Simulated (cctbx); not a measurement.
# Symmetry from intensities

Cell: a = 7.8000 Å, b = 7.8000 Å, c = 4.1790 Å, α = 90.00°, β = 90.00°, γ = 90.00°. Expected content of the cell: Pb4 Tb2 Fe8.

Simulated single-crystal data (cctbx): Mo Kα, λ = 0.71073 Å, to d = 0.8 Å, 70 % of the full sphere, strongest reflection 70000 counts, noise from counting, a 4 % proportional error and a noise floor of 4 counts (s.d.); no absorption.

A first pass over the reflections prints:

```text
1423 reflections to d = 0.801 A
centring   violations  <I/sigma> of those
    A        616 of   691     17.4
    B        625 of   702     17.5
    C        671 of   725     18.9
    I        606 of   718     16.3
    R        886 of   956     18.4
    F        956 of  1059     18.0
Laue class    unique    Rint  (classes that these axes allow; Friedel mates merged)
P -1              920   0.023
P 1 2/m 1         540   0.027
P 1 1 2/m         568   0.027
P 2/m 1 1         544   0.027
P m m m           334   0.030
P 4/m             295   0.030
P 4/m m m         184   0.031
space group    extra absences  I>4sigma  <I/sigma>
P 4 2 2                 0          0         -  acentric
P 4 21 2               12          0      -0.5  acentric
P 42 2 2                2          0       0.5  acentric
P 42 21 2              14          0      -0.4  acentric
P 4 m m                 0          0         -  acentric
P 42 n m              103          0       0.0  acentric
P -4 2 m                0          0         -  acentric
P -4 21 m              12          0      -0.5  acentric
P -4 m 2                0          0         -  acentric
P -4 n 2              103          0       0.0  acentric
P 4/m m m               0          0         -  centric
P 42/m n m            103          0       0.0  centric
Wilson B = 0.28 A^2   <|E^2-1|> = 0.799 (0.968 centric, 0.736 acentric)   E^2>4: 1.7 %
shell (A)         n   <I/sigma>
 7.80 - 1.60     31     37.6
 1.60 - 1.27     25     46.5
 1.27 - 1.11     22     48.6
 1.11 - 1.01     23     47.0
 1.01 - 0.94     25     40.8
 0.94 - 0.88     17     57.2
 0.88 - 0.84     21     46.7
 0.84 - 0.80     20     42.1
```

Q: Read the symmetry from these tables.

Every centring test has many violations, so the lattice is primitive.

Rint stays low (0.023 to 0.031) up to P 4/m m m, the highest class in these axes.

12 settings pass the absence test. The most absences obeyed, 103, belong to P 42 n m, P -4 n 2 and P 42/m n m, which absences can't tell apart.

⟨|E²−1|⟩ = 0.799 leans to a non-centrosymmetric structure. Here that hint misleads: the statistic assumes many like atoms on general positions, and few, heavy or special-position atoms break it. The Wilson B of 0.28 Å² means U ≈ 0.0035 Å².

The true group is P4_2/mnm (no. 136), Laue class 4/mmm, centrosymmetric. The tables only narrow the choice to the tied entries; cell content, site symmetry and trial solutions must settle it.

This is a model crystal, built by substitution and not relaxed, with assumed displacement parameters.

[Logs are printed without paths, hosts, clocks, repeated set-up lines and the standing remarks that a program may print on its own settings, such as how far it seeks lower states.]
